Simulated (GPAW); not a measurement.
# free-standing triangular Pt monolayer, spacing 3.288 A: cost and accuracy of the plane-wave cutoff

Two starts of free-standing triangular Pt monolayer, spacing 3.288 A are run at each rung of the plane-wave cutoff. Which rung is enough?

Program: GPAW 26.7.0. Level of theory: PBE; plane waves with GPAW's PAW setups, scalar-relativistic. Results are calculated unless marked as measured.

This is a report of a sequence of runs, with most program output left out.

## (1) The structure

The cell holds 1 atom: 1 Pt. Cell: a = 3.288 Å, b = 3.288 Å, c = 14.000 Å, α = 90.0°, β = 90.0°, γ = 120.0°. model lattice. Vacuum lies along c.

## (2) Rung 1 (250 eV), start ferro +

The ladder starts at a low cutoff and climbs, to see from where on the results stand still.

order1.py reads:

```python
import json
import numpy as np
from ase import Atoms
from ase.parallel import paropen, parprint
from gpaw import GPAW

atoms = Atoms(['Pt'],
    cell=[[3.288, 0.0, 0.0],
         [-1.644, 2.847492, 0.0],
         [0.0, 0.0, 14.0]],
    scaled_positions=[[0.0, 0.0, 0.5]],
    pbc=True,
    magmoms=[0.6])
atoms.calc = GPAW(mode={'name': 'pw', 'ecut': 250},
    xc='PBE',
    kpts={'size': (10, 10, 1), 'gamma': True},
    occupations={'name': 'fermi-dirac', 'width': 0.05},
    convergence={'density': 1e-05, 'energy': 1e-05},
    maxiter=200,
    txt='order1.txt')
e = atoms.get_potential_energy(force_consistent=True)
res = {'free_energy': e, 'energy_sigma0': atoms.get_potential_energy(), 'fermi_energy': atoms.calc.get_fermi_level()}
res['moments'] = atoms.get_magnetic_moments().tolist()
res['total'] = atoms.get_magnetic_moment()
parprint('site moments (muB):', np.round(res['moments'], 3))
parprint(f"total moment: {res['total']:.3f} muB")
parprint(f'free energy: {e:.6f} eV')
atoms.calc.write('order1.gpw')
with paropen('results.json', 'w') as f:
    json.dump(res, f)
```

Started as:

```console
$ OMP_NUM_THREADS=1 python3 order1.py > order1.log
```

Wall time 11 s (1 MPI rank of Intel Xeon 6975P-C (Granite Rapids), shared host); peak memory 0.16 GiB.

This step gave:

| Property | Result |
| --- | --- |
| magnetization | 0.6853 μB |
| final state | ferromagnetic |
| largest moment | 0.6554 μB |

After 14 cycles the largest moment stands at 0.655 μB.

## (3) Rung 1 (250 eV), start antiferro q=(0,1/2,0) +-

The second start gives the energy difference between the two end states, the quantity that is followed up the ladder. Its q is in fractions of the reciprocal vectors of the first run's cell.

order2.py is the script of step 2 with these lines changed:

```diff
@@ -6,12 +6,13 @@
 
-atoms = Atoms(['Pt'],
+atoms = Atoms(['Pt', 'Pt'],
     cell=[[3.288, 0.0, 0.0],
-         [-1.644, 2.847492, 0.0],
+         [-3.288, 5.694984, 0.0],
          [0.0, 0.0, 14.0]],
-    scaled_positions=[[0.0, 0.0, 0.5]],
+    scaled_positions=[[0.0, 0.0, 0.5],
+         [0.0, 0.5, 0.5]],
     pbc=True,
-    magmoms=[0.6])
+    magmoms=[0.6, -0.6])
 atoms.calc = GPAW(mode={'name': 'pw', 'ecut': 250},
     xc='PBE',
-    kpts={'size': (10, 10, 1), 'gamma': True},
+    kpts={'size': (10, 5, 1), 'gamma': True},
     occupations={'name': 'fermi-dirac', 'width': 0.05},
@@ -19,3 +20,3 @@
     maxiter=200,
-    txt='order1.txt')
+    txt='order2.txt')
 e = atoms.get_potential_energy(force_consistent=True)
@@ -27,3 +28,3 @@
 parprint(f'free energy: {e:.6f} eV')
-atoms.calc.write('order1.gpw')
+atoms.calc.write('order2.gpw')
 with paropen('results.json', 'w') as f:
```

Started as:

```console
$ OMP_NUM_THREADS=1 python3 order2.py > order2.log
```

The job ended after 41 s (1 MPI rank; peak memory 0.22 GiB).

This step gave:

```yaml
magnetization: 0 μB
final_state: antiferromagnetic
largest_moment: 0.3696 μB
```

This start lies +23.1 meV a seeded atom from the first; its largest moment is 0.370 μB.

## (4) Rung 2 (325 eV), start ferro +

order1.py is the script of step 2 with these lines changed:

```diff
@@ -13,3 +13,3 @@
     magmoms=[0.6])
-atoms.calc = GPAW(mode={'name': 'pw', 'ecut': 250},
+atoms.calc = GPAW(mode={'name': 'pw', 'ecut': 325},
     xc='PBE',
```

Started as:

```console
$ OMP_NUM_THREADS=1 python3 order1.py > order1.log
```

Elapsed: 14 s, on 1 MPI rank; peak memory 0.18 GiB.

Read from the output:

| Quantity | Value |
| --- | --- |
| magnetization | 0.6885 μB |
| final state | ferromagnetic |
| largest moment | 0.6648 μB |

The largest moment moves by +0.01 μB from rung 1, at 1.3 times its CPU time.

## (5) Rung 2 (325 eV), start antiferro q=(0,1/2,0) +-

order2.py is the script of step 3 with these lines changed:

```diff
@@ -14,3 +14,3 @@
     magmoms=[0.6, -0.6])
-atoms.calc = GPAW(mode={'name': 'pw', 'ecut': 250},
+atoms.calc = GPAW(mode={'name': 'pw', 'ecut': 325},
     xc='PBE',
```

Started as:

```console
$ OMP_NUM_THREADS=1 python3 order2.py > order2.log
```

It took 68 s on 1 MPI rank; peak memory 0.27 GiB.

Numbers from this step:

```yaml
magnetization: 0 μB
final_state: antiferromagnetic
largest_moment: 0.3751 μB
```

This start lies +23.3 meV a seeded atom from the first, a change of +0.1 meV since rung 1; its largest moment is 0.375 μB.

## (6) Rung 3 (400 eV), start ferro +

order1.py is the script of step 4 with these lines changed:

```diff
@@ -13,3 +13,3 @@
     magmoms=[0.6])
-atoms.calc = GPAW(mode={'name': 'pw', 'ecut': 325},
+atoms.calc = GPAW(mode={'name': 'pw', 'ecut': 400},
     xc='PBE',
```

Started as:

```console
$ OMP_NUM_THREADS=1 python3 order1.py > order1.log
```

Wall time 21 s (1 MPI rank); peak memory 0.21 GiB.

Read from the output:

| Property | Result |
| --- | --- |
| magnetization | 0.6891 μB |
| final state | ferromagnetic |
| largest moment | 0.6670 μB |

The largest moment is that of rung 2, at 1.5 times its CPU time.

## (7) Rung 3 (400 eV), start antiferro q=(0,1/2,0) +-

order2.py is the script of step 5 with these lines changed:

```diff
@@ -14,3 +14,3 @@
     magmoms=[0.6, -0.6])
-atoms.calc = GPAW(mode={'name': 'pw', 'ecut': 325},
+atoms.calc = GPAW(mode={'name': 'pw', 'ecut': 400},
     xc='PBE',
```

Started as:

```console
$ OMP_NUM_THREADS=1 python3 order2.py > order2.log
```

Wall time 81 s (1 MPI rank); peak memory 0.34 GiB.

Read from the output:

```
magnetization  : 0 μB
final state    : antiferromagnetic
largest moment : 0.3760 μB
```

This start lies +23.3 meV a seeded atom from the first, a change of +0.0 meV since rung 2; its largest moment is 0.376 μB.

## (8) Rung 4 (500 eV), start ferro +

order1.py is the script of step 6 with these lines changed:

```diff
@@ -13,3 +13,3 @@
     magmoms=[0.6])
-atoms.calc = GPAW(mode={'name': 'pw', 'ecut': 400},
+atoms.calc = GPAW(mode={'name': 'pw', 'ecut': 500},
     xc='PBE',
```

Started as:

```console
$ OMP_NUM_THREADS=1 python3 order1.py > order1.log
```

Run time: 33 s. Hardware: 1 MPI rank; peak memory 0.24 GiB.

Read from the output:

```
magnetization  : 0.6891 μB
final state    : ferromagnetic
largest moment : 0.6673 μB
```

The largest moment is that of rung 3, at 1.6 times its CPU time.

## (9) Rung 4 (500 eV), start antiferro q=(0,1/2,0) +-

order2.py is the script of step 7 with these lines changed:

```diff
@@ -14,3 +14,3 @@
     magmoms=[0.6, -0.6])
-atoms.calc = GPAW(mode={'name': 'pw', 'ecut': 400},
+atoms.calc = GPAW(mode={'name': 'pw', 'ecut': 500},
     xc='PBE',
```

Started as:

```console
$ OMP_NUM_THREADS=1 python3 order2.py > order2.log
```

Run time: 5.5 min. Hardware: 1 MPI rank; peak memory 0.42 GiB.

This step gave:

| Property | Result |
| --- | --- |
| magnetization | 0 μB |
| final state | antiferromagnetic |
| largest moment | 0.3764 μB |

This start lies +23.3 meV a seeded atom from the first, a change of -0.0 meV since rung 3; its largest moment is 0.376 μB.

## (10) Rung 5 (650 eV), start ferro +

order1.py is the script of step 8 with these lines changed:

```diff
@@ -13,3 +13,3 @@
     magmoms=[0.6])
-atoms.calc = GPAW(mode={'name': 'pw', 'ecut': 500},
+atoms.calc = GPAW(mode={'name': 'pw', 'ecut': 650},
     xc='PBE',
```

Started as:

```console
$ OMP_NUM_THREADS=1 python3 order1.py > order1.log
```

Elapsed: 39 s, on 1 MPI rank; peak memory 0.3 GiB.

Numbers from this step:

```yaml
magnetization: 0.6891 μB
final_state: ferromagnetic
largest_moment: 0.6673 μB
```

The largest moment is that of rung 4, at 1.2 times its CPU time.

## (11) Rung 5 (650 eV), start antiferro q=(0,1/2,0) +-

order2.py is the script of step 9 with these lines changed:

```diff
@@ -14,3 +14,3 @@
     magmoms=[0.6, -0.6])
-atoms.calc = GPAW(mode={'name': 'pw', 'ecut': 500},
+atoms.calc = GPAW(mode={'name': 'pw', 'ecut': 650},
     xc='PBE',
```

Started as:

```console
$ OMP_NUM_THREADS=1 python3 order2.py > order2.log
```

Elapsed: 2.8 min, on 1 MPI rank; peak memory 0.55 GiB.

Read from the output:

```
magnetization  : 0 μB
final state    : antiferromagnetic
largest moment : 0.3762 μB
```

This start lies +23.3 meV a seeded atom from the first, a change of +0.0 meV since rung 4; its largest moment is 0.376 μB.

## (12) Rung 6 (800 eV), start ferro +

order1.py is the script of step 10 with these lines changed:

```diff
@@ -13,3 +13,3 @@
     magmoms=[0.6])
-atoms.calc = GPAW(mode={'name': 'pw', 'ecut': 650},
+atoms.calc = GPAW(mode={'name': 'pw', 'ecut': 800},
     xc='PBE',
```

Started as:

```console
$ OMP_NUM_THREADS=1 python3 order1.py > order1.log
```

Wall time 79 s (1 MPI rank); peak memory 0.39 GiB.

This step gave:

- magnetization: 0.6891 μB
- final state: ferromagnetic
- largest moment: 0.6673 μB

The largest moment is that of rung 5, at 2.0 times its CPU time.

## (13) Rung 6 (800 eV), start antiferro q=(0,1/2,0) +-

order2.py is the script of step 11 with these lines changed:

```diff
@@ -14,3 +14,3 @@
     magmoms=[0.6, -0.6])
-atoms.calc = GPAW(mode={'name': 'pw', 'ecut': 650},
+atoms.calc = GPAW(mode={'name': 'pw', 'ecut': 800},
     xc='PBE',
```

Started as:

```console
$ OMP_NUM_THREADS=1 python3 order2.py > order2.log
```

The job ended after 4.7 min (1 MPI rank; peak memory 0.74 GiB).

Numbers from this step:

```yaml
magnetization: 0 μB
final_state: antiferromagnetic
largest_moment: 0.3762 μB
```

This start lies +23.3 meV a seeded atom from the first, a change of -0.0 meV since rung 5; its largest moment is 0.376 μB.

## (14) Another try

An input with a fault is tried, to see how the program answers.

run.py reads:

```python
import json
import numpy as np
from ase import Atoms
from ase.parallel import paropen, parprint
from gpaw import GPAW

atoms = Atoms(['Pt'],
    cell=[[3.288, 0.0, 0.0],
         [-1.644, 2.847492, 0.0],
         [0.0, 0.0, 14.0]],
    scaled_positions=[[0.0, 0.0, 0.5]],
    pbc=True,
    magmoms=[0.6])
atoms.calc = GPAW(mode={'name': 'pw', 'ecut': 550},
    xc='PBE',
    kpts={'size': (10, 10, 1), 'gamma': True},
    occupation={'name': 'fermi-dirac', 'width': 0.05},
    convergence={'density': 1e-05, 'energy': 1e-05},
    maxiter=75,
    txt='run.txt')
e = atoms.get_potential_energy(force_consistent=True)
res = {'free_energy': e, 'energy_sigma0': atoms.get_potential_energy(), 'fermi_energy': atoms.calc.get_fermi_level()}
res['moments'] = atoms.get_magnetic_moments().tolist()
res['total'] = atoms.get_magnetic_moment()
parprint('site moments (muB):', np.round(res['moments'], 3))
parprint(f"total moment: {res['total']:.3f} muB")
parprint(f'free energy: {e:.6f} eV')
atoms.calc.write('run.gpw')
with paropen('results.json', 'w') as f:
    json.dump(res, f)
```

Started as:

```console
$ OMP_NUM_THREADS=1 python3 run.py > run.log
```

It took 1.2 s on 1 MPI rank; peak memory 0.1 GiB.

The input was rejected at the start.

The program's message: “TypeError: GPAW() got an unexpected keyword argument 'occupation'”

A key was misspelt on purpose.

The name must match the manual letter for letter.

## (15) Side by side

Ladder, by row:

| rung | cutoff (eV) | state from the first start | state from the second start | second less first (meV a seeded atom) | moment, first (μB) | moment, second (μB) | CPU time (s) |
| --- | --- | --- | --- | --- | --- | --- | --- |
| 1 | 250 | ferromagnetic | antiferromagnetic | 23.14 | 0.6554 | 0.3696 | 51.43 |
| 2 | 325 | ferromagnetic | antiferromagnetic | 23.28 | 0.6648 | 0.3751 | 82.48 |
| 3 | 400 | ferromagnetic | antiferromagnetic | 23.3 | 0.667 | 0.376 | 101.5 |
| 4 | 500 | ferromagnetic | antiferromagnetic | 23.27 | 0.6673 | 0.3764 | 364.5 |
| 5 | 650 | ferromagnetic | antiferromagnetic | 23.29 | 0.6673 | 0.3762 | 208.5 |
| 6 | 800 | ferromagnetic | antiferromagnetic | 23.27 | 0.6673 | 0.3762 | 363.2 |

## (16) Summary of results

| Quantity | Value |
| --- | --- |
| range of the moment in the table, first start | 0.655 to 0.667 μB |
| range of CPU time | 51 s to 6.1 min |
| range of the energy difference | 23.1 to 23.3 meV a seeded atom |
| first rung from which all stay within 2 meV of the last | 1 |

**Reading.** From rung 1 on the result stays within 0.13 meV of the last rung, inside the margin of 2 meV set for it, at 14 % of the last rung's cost. The first start ends lower on every rung of the table; whether functional and cell give the true order is another question.

[Logs and program files are shortened in this print: banners, set-up blocks, solver, clock and traceback lines can be left out without a mark of their own.]

[Logs are printed without paths, hosts, clocks, repeated set-up lines and the standing remarks that a program may print on its own settings, such as how far it seeks lower states.]

[Hosts, paths, dates, database ids (printed as entryN), source tags and the programs' standing remarks are cut or masked in the printed files.]

[Where a cell is said to come from a database of computed structures, the database is the Materials Project.]
